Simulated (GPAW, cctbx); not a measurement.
# By hand: from a DFT structure factor to an extinction distance in Mg4SeS3

Mg4SeS3, P-43m (no. 215), a = 5.7719 Å, b = 5.7719 Å, c = 5.7719 Å, α = 90.00°, β = 90.00°, γ = 90.00°.

```
atom  mult.       x       y       z
 Se1      1       0       0       0
  S1      3       0     1/2     1/2
 Mg1      4  0.2565  0.2565  0.2565
```

The cell is our own: ordered zincblende alloy in the eight-atom cube, 1 of 4 S sites given to Se.

A DFT run (GPAW, PBE, 600 eV, 4×4×4 k-points, Fermi–Dirac width 0.02 eV) gives the static X-ray structure factor of 020 as 28.125 e for the conventional cell; superposed free atoms give 27.385 e. **Problem.** Find the Fourier component V of the crystal potential and the two-beam extinction distance at 80 kV in both cases.

**1. Geometry**

The cell volume is Ω = 192.29 Å³ and d(020) = 2.8859 Å, so g = 1/d = 0.3465 Å⁻¹.

**2. The nuclei**

Electrons feel nuclei as well as electrons, so the nuclear charges are summed with the same phases.

Phase sums Σ exp(2πi h·x), turned so that the total is real and positive: Se +1.000, S +3.000, Mg -3.987. Then F_Z = 34 × (+1.000) + 16 × (+3.000) + 12 × (-3.987) = 34.16 e. The electron term has the same sign for this reflection.

**3. Mott–Bethe**

Poisson's equation, term by term, gives V = (e/4πε₀)(F_Z − F)/(πΩg²), with e/4πε₀ = 14.3996 V Å.

The prefactor is 14.3996 × 2.8859²/(π × 192.29) = 0.19852 V per electron. Free atoms: (34.16 − 27.385) × 0.19852 = 1.345 V. Crystal: (34.16 − 28.125) × 0.19852 = 1.198 V. F changes by +2.70 % and V by -10.9 %: the same 0.74 e is measured against F_Z − F = 6.8 e in place of F = 27.4 e.

**4. Extinction distance**

In the two-beam case ξ = 1/(λU) with U = 2γm₀eV/h², that is ξ = 150.41 V Å²/(γλV).

At 80 kV, λ = 0.04176 Å and γ = 1.1566. Free atoms: ξ = 2315 Å. Crystal: ξ = 2599 Å. The thickness fringes go as sin²(πt/ξ), so the two patterns slip by a quarter of a period when t|1/ξ₁ − 1/ξ₀| = 1/4, at t ≈ 530 nm. Thermal motion, absorption and many-beam coupling, left out here, change a real pattern.

**5. Answer**

V(020) is 1.20 V against 1.35 V, and ξ is 2599 against 2315 Å. Limits: static atoms, two beams.

[Outputs are excerpts: Python notices, other lines and further rows are left out; steps that failed or that the build refused (PBEsol, TPSS) are not shown.]

[Logs are printed without paths, hosts, clocks, repeated set-up lines and the standing remarks that a program may print on its own settings, such as how far it seeks lower states.]
